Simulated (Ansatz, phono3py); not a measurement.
# Heat carried by phonons in NaCl (Fm-3m), part 2 of 3

How well does the lattice of NaCl conduct heat?

Measurements to reproduce:
- thermal conductivity 7.1 W/m/K near room temperature (given in “Combining the AFLOW GIBBS and Elastic Libraries to efficiently and robustly screen thermo-mechanical properties of solids”, 2017, arXiv:1611.05714)
- thermal conductivity 7.1 W/m/K near room temperature (given in “Predicting the lattice thermal conductivity of solids by solving the Boltzmann transport equation: AFLOW - AAPL an automated, accurate and efficient framework”, 2017, arXiv:1611.05481)

Ansatz 0.2.0; DFT PBEsol, scalar-relativistic, plane waves, PAW; PAW set soft_1.

So far. Step 2 (Probe on a coarse mesh): The start is under -0.24 GPa at this level and looks like an insulator or semiconductor on this mesh. Step 4 (Tight relaxation): The residual pressure is 0.0018 GPa, small enough for phonons. The relaxed cell has a = 5.602 Å (conventional setting).

The database entry behind the starting cell differs from later determinations by our own check (an axis about 0.4 % short against later determinations), so it need not match the best structure at ambient conditions.

## 6. A cheap rung, third order supercell 2×2×2, atoms in the supercell 16

A small supercell and a short cutoff cost little, and show how far such settings carry.

Contents of input.yaml:

```yaml
crystal:
  lattice:
    - [0.0, 2.800917063, 2.800917063]
    - [2.800917063, 0.0, 2.800917063]
    - [2.800917063, 2.800917063, 0.0]
  atoms:
    - { symbol: Na, position: [0.0, 0.0, 0.0] }
    - { symbol: Cl, position: [0.5, 0.5, 0.5] }
kpoints:
  mp_grid: { grid: [6, 6, 6] }
hamiltonian:
  xc: pbesol
  pseudopotentials: { kind: paw, azcp: { folder: soft_1 }, xc_functional: pbe }
scf:
  occupations: { method: fixed }
  lower_state_search: "off"
output:
  eigenvalues: true
phonons:
  method: fd
  dielectric: true
  supercell: [2, 2, 2]
  temperatures: { t_max: 1000, t_step: 50 }
  qpath:
    path:
      - [[0.0, 0.0, 0.0], [0.5, 0.0, 0.5], [0.625, 0.25, 0.625]]
      - [[0.375, 0.375, 0.75], [0.0, 0.0, 0.0], [0.5, 0.5, 0.5], [0.5, 0.25, 0.75], [0.5, 0.0, 0.5]]
    npoints: 10
  third_order: { supercell: [2, 2, 2], pair_cutoff: 2.951 }
  lattice_thermal_conductivity:
    qmesh: [11, 11, 11]
    temperatures: [100.0, 150.0, 200.0, 300.0, 400.0, 500.0, 600.0, 800.0]
    isotope_mass_variance:
      - { species: Cl, variance: 0.0005827 }
      - { species: Na, variance: 0.0 }
```

Started as:

```bash
> ansatz run input.yaml --threads 8 --pin off --max-ram 19456MiB --backend cpu --events-out ev --progress --plain --runs-dir out
```

Numbers of over 12 decimals in the logs are rounded to 6 here.

The program printed:

```text
Warning: phonons.dielectric: true without phonons.rigid_motions: the static dielectric tensor ε⁰ will be withheld (ε∞, Z* and the rows of modes are given); for a crystal or a slab, whose only rigid motions are the translations, set phonons.rigid_motions: translations
[...]
Crystal: 16 atoms, lattice volume = 351.577 Å³
Basis set: ecut = 420 eV, 6855 PW (Γ), exchange–correlation on 108×108×108 points (8 copies of the dense FFT grid, shifted against one another)
Bands: 80, of which v1, the nominal top of the filled ones, is band 64 counted from 1 (63 counted from 0)
Symmetry: 384 space group operations
k-points: 4 of 27
[...]
SCF iter   1: F=—  HF=-20322.301858 eV  |F-HF|=—  |Δ(HF+E_count)|=         —  Δρ=4.77e-8  dr2=4.63e-12  ethr=1.00e-12  ⟨swp⟩=3.0  Hψ=793  notcnv=0
[...]
SCF iter   2: F=-20322.301858 eV  HF=-20322.301858 eV  |F-HF|=1.46e-11  |Δ(HF+E_count)|=  1.09e-11  Δρ=1.80e-8  dr2=3.44e-13  ethr=1.00e-12  ⟨swp⟩=3.0  Hψ=696  notcnv=0
SCF 1 converged in 2 iterations: F = -20322.301858 eV  dr2 = 3.44e-13
[...]
Crystal: 2 atoms, lattice volume = 43.947 Å³
Basis set: ecut = 420 eV, 869 PW (Γ), exchange–correlation on 54×54×54 points (8 copies of the dense FFT grid, shifted against one another)
Bands: 12, of which v1, the nominal top of the filled ones, is band 8 counted from 1 (7 counted from 0)
Symmetry: 48 space group operations
k-points: 30 of 216 (irreducible under 8 space group operations, time reversal used)
[...]
SCF iter   4: F=-2540.287732 eV  HF=-2540.287732 eV  |F-HF|=3.05e-11  |Δ(HF+E_count)|=  4.91e-11  Δρ=4.61e-7  dr2=3.17e-11  ethr=1.00e-12  ⟨swp⟩=6.0  Hψ=1482  notcnv=0
SCF 2 converged in 4 iterations: F = -2540.287732 eV  dr2 = 3.17e-11
[...]
NSCF: frozen V_eff on 2 k-points
DFPT response loops at Γ: preconditioner auto → none (the input reference at scf.mixing.eps_inf says where Resta's filter doesn't serve); β = 0.50; Broyden in place of MSR1
Symmetry: 8 space group operations
k-points: 6 of 27 (time reversal used)
[...]
SCF iter   1: F=—  HF=-20322.301642 eV  |F-HF|=—  |Δ(HF+E_count)|=         —  Δρ=1.03e-4  dr2=2.57e-5  ethr=4.84e-9  ⟨swp⟩=3.0  Hψ=1827  notcnv=0  defer=16
eigensolver tolerance schedule calibrated: the retry pair's looser diagonalisation under-reported the residual by θ = 0.76 (0.13/decade); ethr = c·dr2/N_el runs at the constant in force after the calibration composes with the one it found (an armed cap, an earlier calibration), c = 5.9e-2
[...]
SCF iter   2: F=—  HF=-20322.301855 eV  |F-HF|=—  |Δ(HF+E_count)|=   2.12e-4  Δρ=5.13e-5  dr2=5.94e-6  ethr=4.84e-9  ⟨swp⟩=2.0  Hψ=757  notcnv=0  defer=16
[...]
SCF iter   7: F=-20322.301852 eV  HF=-20322.301852 eV  |F-HF|=3.64e-12  |Δ(HF+E_count)|=    0.00e0  Δρ=1.27e-8  dr2=4.89e-13  ethr=1.00e-12  ⟨swp⟩=6.0  Hψ=1991  notcnv=0
SCF 3 converged in 7 iterations: F = -20322.301852 eV  dr2 = 4.89e-13
[...]
SCF iter   7: F=-20322.301851 eV  HF=-20322.301851 eV  |F-HF|=7.28e-12  |Δ(HF+E_count)|=  7.28e-12  Δρ=3.40e-8  dr2=6.04e-12  ethr=1.00e-12  ⟨swp⟩=6.0  Hψ=1992  notcnv=0
SCF 4 converged in 7 iterations: F = -20322.301851 eV  dr2 = 6.04e-12
[...]
SCF iter   3: F=-20322.301858 eV  HF=-20322.301858 eV  |F-HF|=3.42e-10  |Δ(HF+E_count)|=  3.06e-10  Δρ=6.83e-7  dr2=7.07e-10  ethr=1.00e-12  ⟨swp⟩=4.0  Hψ=935  notcnv=0
SCF 5 converged in 3 iterations: F = -20322.301858 eV  dr2 = 7.07e-10
[...]
SCF iter   6: F=-20322.300929 eV  HF=-20322.300929 eV  |F-HF|=6.18e-11  |Δ(HF+E_count)|=   4.65e-9  Δρ=5.94e-7  dr2=9.66e-10  ethr=1.00e-12  ⟨swp⟩=5.7  Hψ=1817  notcnv=0
SCF 6 converged in 6 iterations: F = -20322.300929 eV  dr2 = 9.66e-10
[...]
SCF iter   7: F=-20322.298128 eV  HF=-20322.298128 eV  |F-HF|=5.46e-11  |Δ(HF+E_count)|=   1.85e-9  Δρ=2.84e-7  dr2=3.24e-10  ethr=1.00e-12  ⟨swp⟩=5.0  Hψ=1776  notcnv=0
SCF 7 converged in 7 iterations: F = -20322.298128 eV  dr2 = 3.24e-10
Symmetry: 4 space group operations
k-points: 8 of 27 (time reversal used)
[...]
SCF 8 converged in 7 iterations: F = -20322.300002 eV  dr2 = 1.37e-10
Symmetry: 2 space group operations
k-points: 10 of 27 (time reversal used)
[...]
SCF 9 converged in 7 iterations: F = -20322.299922 eV  dr2 = 6.92e-11
[...]
SCF 21 converged in 6 iterations: F = -20322.299713 eV  dr2 = 9.80e-10
[...]
SCF iter   7: F=-20322.299922 eV  HF=-20322.299922 eV  |F-HF|=5.46e-11  |Δ(HF+E_count)|=  9.35e-10  Δρ=1.56e-7  dr2=6.94e-11  ethr=1.00e-12  ⟨swp⟩=5.0  Hψ=2510  notcnv=0
SCF 22 converged in 7 iterations: F = -20322.299922 eV  dr2 = 6.94e-11
[...]
SCF iter   7: F=-20322.299791 eV  HF=-20322.299791 eV  |F-HF|=5.82e-11  |Δ(HF+E_count)|=   1.35e-9  Δρ=1.63e-7  dr2=8.42e-11  ethr=1.00e-12  ⟨swp⟩=5.0  Hψ=2584  notcnv=0
SCF 23 converged in 7 iterations: F = -20322.299791 eV  dr2 = 8.42e-11
[...]
SCF iter   7: F=-20322.299859 eV  HF=-20322.299859 eV  |F-HF|=5.82e-11  |Δ(HF+E_count)|=   1.12e-9  Δρ=1.63e-7  dr2=8.09e-11  ethr=1.00e-12  ⟨swp⟩=4.9  Hψ=3469  notcnv=0
SCF 24 converged in 7 iterations: F = -20322.299859 eV  dr2 = 8.09e-11
[...]
SCF iter   7: F=-20322.299856 eV  HF=-20322.299856 eV  |F-HF|=5.09e-11  |Δ(HF+E_count)|=   1.06e-9  Δρ=1.59e-7  dr2=7.71e-11  ethr=1.00e-12  ⟨swp⟩=4.9  Hψ=3455  notcnv=0
SCF 25 converged in 7 iterations: F = -20322.299856 eV  dr2 = 7.71e-11
[...]
SCF iter   7: F=-20322.300393 eV  HF=-20322.300393 eV  |F-HF|=4.00e-11  |Δ(HF+E_count)|=  9.06e-10  Δρ=1.78e-7  dr2=8.70e-11  ethr=1.00e-12  ⟨swp⟩=5.0  Hψ=1709  notcnv=0
SCF 26 converged in 7 iterations: F = -20322.300393 eV  dr2 = 8.70e-11
[...]
SCF iter   7: F=-20322.299860 eV  HF=-20322.299860 eV  |F-HF|=5.09e-11  |Δ(HF+E_count)|=  9.39e-10  Δρ=1.60e-7  dr2=7.05e-11  ethr=1.00e-12  ⟨swp⟩=4.2  Hψ=2762  notcnv=0
SCF 27 converged in 7 iterations: F = -20322.299860 eV  dr2 = 7.05e-11
[...]
SCF iter   6: F=-20322.299195 eV  HF=-20322.299195 eV  |F-HF|=2.95e-10  |Δ(HF+E_count)|=   8.45e-9  Δρ=6.17e-7  dr2=1.00e-9  ethr=1.00e-12  ⟨swp⟩=5.8  Hψ=1849  notcnv=0
SCF 28 converged in 6 iterations: F = -20322.299195 eV  dr2 = 1.00e-9
[...]
SCF iter   7: F=-20322.300391 eV  HF=-20322.300391 eV  |F-HF|=5.46e-11  |Δ(HF+E_count)|=   1.12e-9  Δρ=1.80e-7  dr2=1.00e-10  ethr=1.00e-12  ⟨swp⟩=5.0  Hψ=1671  notcnv=0
SCF 29 converged in 7 iterations: F = -20322.300391 eV  dr2 = 1.00e-10
[...]
SCF iter   7: F=-20322.299853 eV  HF=-20322.299853 eV  |F-HF|=6.55e-11  |Δ(HF+E_count)|=   1.10e-9  Δρ=1.59e-7  dr2=7.75e-11  ethr=1.00e-12  ⟨swp⟩=5.0  Hψ=2798  notcnv=0
SCF 30 converged in 7 iterations: F = -20322.299853 eV  dr2 = 7.75e-11
[...]
SCF iter   7: F=-20322.299432 eV  HF=-20322.299432 eV  |F-HF|=8.73e-11  |Δ(HF+E_count)|=  8.66e-10  Δρ=1.42e-7  dr2=5.96e-11  ethr=1.00e-12  ⟨swp⟩=4.3  Hψ=1470  notcnv=0
SCF 31 converged in 7 iterations: F = -20322.299432 eV  dr2 = 5.96e-11
SCF converged after 2 iterations
Free energy (F): -20322.301858 eV
[...]
Internal energy: -20322.301858 eV  (E = F + TS)
E sigma→0 (E₀):  -20322.301858 eV
Fermi energy:    1.143543 eV
[...]
--- Band table (eV) ---
  k-point 0: bands = [... 60 lower, 0.8631, 1.1435, 1.1435, 1.1435, 6.1563, 8.2402, 8.2402, 8.2402, ... 12 higher]
  k-point 1: bands = [... 60 lower, 0.9299, 0.9299, 1.0699, 1.0699, 6.9907, 8.0695, 8.8770, 8.8770, ... 12 higher]
  k-point 2: bands = [... 60 lower, 0.8615, 0.8615, 0.9698, 0.9698, 7.2705, 8.7293, 8.9004, 8.9004, ... 12 higher]
  k-point 3: bands = [... 60 lower, 0.7793, 0.8216, 0.8216, 1.0126, 8.0127, 8.3953, 8.3953, 9.4660, ... 12 higher]
--- Phonons: 2 displaced members + reference (amplitude 0.0025 Å, Σ member SCF iterations 14) ---
  symmetry images taken by strict's conditions (phonons.symmetry_images: auto; settled by no image being taken that strict refuses)
  ASR residual: 3.431e-4 → 0.000e0 eV/Å²; symmetrization residual: 1.514e-4 eV/Å²
  largest component of a force at the reference: 9.3e-29 eV/Å
  ASR residual per site (eV/Å²): 1.14e-4 3.43e-4
  Γ frequencies (cm⁻¹): 0.00 0.00 0.00 166.29 166.29 166.29
  Unit cell's response to a homogeneous field, on a k mesh of 6×6×6: 1 representative field direction (Σ response iterations 7)
  ε∞ (high-frequency dielectric tensor):
        2.563473     0.000000     0.000000
        0.000000     2.563473    -0.000000
       -0.000000     0.000000     2.563473
  ε⁰ (static dielectric tensor): not given — the deck does not say what the cell's rigid motions are, and on a molecule in a box or a wire the rigid rotations would enter the sum over the modes at Γ. For a crystal or a slab, whose only rigid motions are the translations, set phonons.rigid_motions: translations.
  Born effective charges Z* (e; rows j = field, columns β = displacement):
    site 0:
         1.09161    0.00000   -0.00000
         0.00000    1.09161    0.00000
         0.00000   -0.00000    1.09161
    site 1:
        -1.09161   -0.00000    0.00000
         0.00000   -1.09161   -0.00000
         0.00000    0.00000   -1.09161
  Z* charge neutrality: 8.769e-6 e pre-enforcement
  k-mesh period / interband length: 23.8 Å / 1.26 Å = 18.81 at k = (0.0000, 0.0000, 0.0000), direct gap 5.013 eV — 14 or more, which is no proof of convergence
  optical modes at Γ without the LO–TO term, one row a degenerate level:
      ω (cm⁻¹)  modes    IR ((D/Å)²/amu)
        166.29      3             5.9140
  optical modes at Γ + LO–TO along q̂ = [1.0000, 0.0000, 0.0000]:
      ω (cm⁻¹)  modes    IR ((D/Å)²/amu)
        166.29      2             3.9426
        254.90      1             1.9713
  optical modes at Γ + LO–TO along q̂ = [0.0000, 1.0000, 0.0000]:
      ω (cm⁻¹)  modes    IR ((D/Å)²/amu)
        166.29      2             3.9426
        254.90      1             1.9713
  optical modes at Γ + LO–TO along q̂ = [0.0000, 0.0000, 1.0000]:
      ω (cm⁻¹)  modes    IR ((D/Å)²/amu)
        166.29      2             3.9426
        254.90      1             1.9713
  density of states and harmonic sums: on the 20×20×20 q-mesh, interpolated from the force constants of a 2×2×2 supercell (with the dipole–dipole term)
  largest difference from the sums on the solved wave vectors: F 7.25e-2 eV, S 1.05e-4 and C_V 3.22e-5 eV/K
  zero-point energy: 0.052915 eV/cell   skipped modes (ω ≤ 0): 3   left out of the sums: 6.25e-5 of the cell's modes: C_V's classical limit lies that fraction below 3 k_B per atom; for a crystal, a wire or a layer, F and S can be off by more, and a phonons.interpolated_qmesh denser along its periods is the remedy for the sampling
--- Third-order force constants: 26 member SCFs in a 2×2×2 supercell (pair cutoff 2.951 Å, amplitude 0.03 Å, SCF threshold 1.00e-9 eV, Σ member SCF iterations 177) ---
[...]
38 force-constant blocks with the first atom in the home cell, fitted with 6 parameters over 4 symmetry orbits; no atom triplet left out
  sum-rule residual: 1.281e-1 → 5.551e-17 eV/Å³; symmetrization residual: 3.322e-3 eV/Å³; largest sum-rule correction relative to its orbit: 3.568e-2, on the orbit of the block of home site 0 with site 1 of cell (-1, -1, 0) and site 0 of cell (0, 0, 0), whose norm before the correction was 4.380e0 eV/Å³
--- Lattice thermal conductivity: 11×11×11 mesh (56 irreducible points), tetrahedron method ---
  three-phonon and isotope scattering only; four-phonon, boundary and, in a metal, phonon-electron scattering are left out
  each conductivity is what the modes' populations carry and what the coherences between them add
  conductivity (a third of the tensor's trace), W/(m K), in the relaxation-time approximation and from the full solution:
       T (K)   relaxation time   full solution  iterations             ending  least Ritz value
      100.00           34.6183         35.9509           9          converged          5.444e-1
      150.00           23.3629         24.2995           9          converged          5.268e-1
      200.00           17.8571         18.5902           9          converged          5.173e-1
      300.00           12.2612         12.7774           9          converged          5.073e-1
      400.00            9.3899          9.7894           9          converged          5.021e-1
      500.00            7.6345          7.9607           9          converged          4.989e-1
      600.00            6.4489          6.7246           9          converged          4.967e-1
      800.00            4.9482          5.1587           9          converged          4.939e-1
```

The job ended after 69 s (8 threads of Arm Neoverse V1, shared host; peak memory 1.4 GiB; 8.5 min of CPU time).

This step gave:

```yaml
gamma_frequencies: 0, 0, 0, 166.3, 166.3, 166.3 cm⁻¹ (negative: imaginary)
lowest_frequency_on_the_path: 0 cm⁻¹
zero_point_energy: 0.05291 eV/cell
point_group: m-3m
highest_frequency: 254.9 cm⁻¹
debye_temperature_from_the_second_moment: 276 K
kappa_at_300_k_relaxation_time: 12.26 W/m/K
kappa_at_300_k_full_solution: 12.78 W/m/K
dipole_term: run
mean_free_path_at_half_of_kappa: 26 nm
share_of_kappa_above_the_three_lowest_branches: 0.097
third_order_blocks: 38
periodic_aliases_dropped: 0
largest_relative_sum_rule_correction: 0.03568
displaced_cells_third_order: 26
```

W/m/K. Kappa, by row:

```csv
T (K),RTA xx,RTA yy,RTA zz,full xx,full yy,full zz,coherence part xx,coherence part yy,coherence part zz,ending,iterations,least Ritz value
100,34.62,34.62,34.62,35.95,35.95,35.95,0.02161,0.02161,0.02161,converged,9,0.544
150,23.36,23.36,23.36,24.3,24.3,24.3,0.0383,0.0383,0.0383,converged,9,0.527
200,17.86,17.86,17.86,18.59,18.59,18.59,0.05293,0.05293,0.05293,converged,9,0.517
300,12.26,12.26,12.26,12.78,12.78,12.78,0.07792,0.07792,0.07792,converged,9,0.507
400,9.39,9.39,9.39,9.789,9.789,9.789,0.09898,0.09898,0.09898,converged,9,0.502
500,7.635,7.635,7.635,7.961,7.961,7.961,0.1171,0.1171,0.1171,converged,9,0.499
600,6.449,6.449,6.449,6.725,6.725,6.725,0.1329,0.1329,0.1329,converged,9,0.497
800,4.948,4.948,4.948,5.159,5.159,5.159,0.1588,0.1588,0.1588,converged,9,0.494
```

This rung gives 12.3 W/(m K) at 300 K by relaxation time, but with 16 atoms, 1 neighbour distance inside the cutoff and a 11×11×11 mesh it is a test, not the conductivity of the crystal.

(Part 2 of 3 ends here.)

[Logs are printed without paths, hosts, clocks, repeated set-up lines and the standing remarks that a program may print on its own settings, such as how far it seeks lower states.]

[Hosts, paths, dates, database ids (printed as entryN), source tags and the programs' standing remarks are cut or masked in the printed files.]

[A step with changed settings may run another functional than the one named; its input shows which.]
